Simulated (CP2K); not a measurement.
Two runs for the N K edge of cyanamide. Run A: CP2K XAS_TDP, all-electron GAPW, PBEh(45%), aug-cc-pVTZ, TDA, no relativity. Run B differs in one setting.

First lines with a strength over 0.0015. A:

```
                    atom  energy (eV)  states  strength, one atom
N1 (bonded to C and 2 H)       398.43       1              0.0047
                               399.14       1              0.0197
                               400.33       1              0.0247
                               400.47       1              0.0102
                               401.00       1              0.0194
        N3 (bonded to C)       394.92       1              0.0594
                               396.38       1              0.0522
                               397.71       1              0.0026
                               400.15       1              0.0059
                               401.77       1              0.0040
```

B:

```
                    atom  energy (eV)  states  strength, one atom
N1 (bonded to C and 2 H)       381.94       1              0.0016
                               382.83       1              0.0041
                               383.17       1              0.0043
                               383.65       1              0.0069
                               384.26       1              0.0026
        N3 (bonded to C)       380.03       1              0.0151
                               380.80       1              0.0177
                               381.11       1              0.0038
                               381.22       1              0.0025
                               381.52       1              0.0091
```

Which was it: GW2X switched on, the basis, scalar relativity switched on, the functional?

The functional (functional from PBEh(45%) to PBE; the lines alone don't name the new value). A functional moves all lines by electronvolts and changes their spacings and strengths. Against PBEh(45%) in aug-cc-pVTZ, the leading lines move by -16.31 eV (N1, to 382.83) and -14.89 eV (N3, to 380.03); the strength of N1's goes from 0.0197 to 0.0041, so the two may not be the same state. The next line of N1 over the strength cut lies 0.34 eV higher, against 1.19.

[Banner, clock and machine lines of the logs are left out without a mark of their own.]

[Logs are printed without paths, hosts, clocks, repeated set-up lines and the standing remarks that a program may print on its own settings, such as how far it seeks lower states.]

[Hosts, paths, dates, database ids (printed as entryN), source tags and the programs' standing remarks are cut or masked in the printed files.]
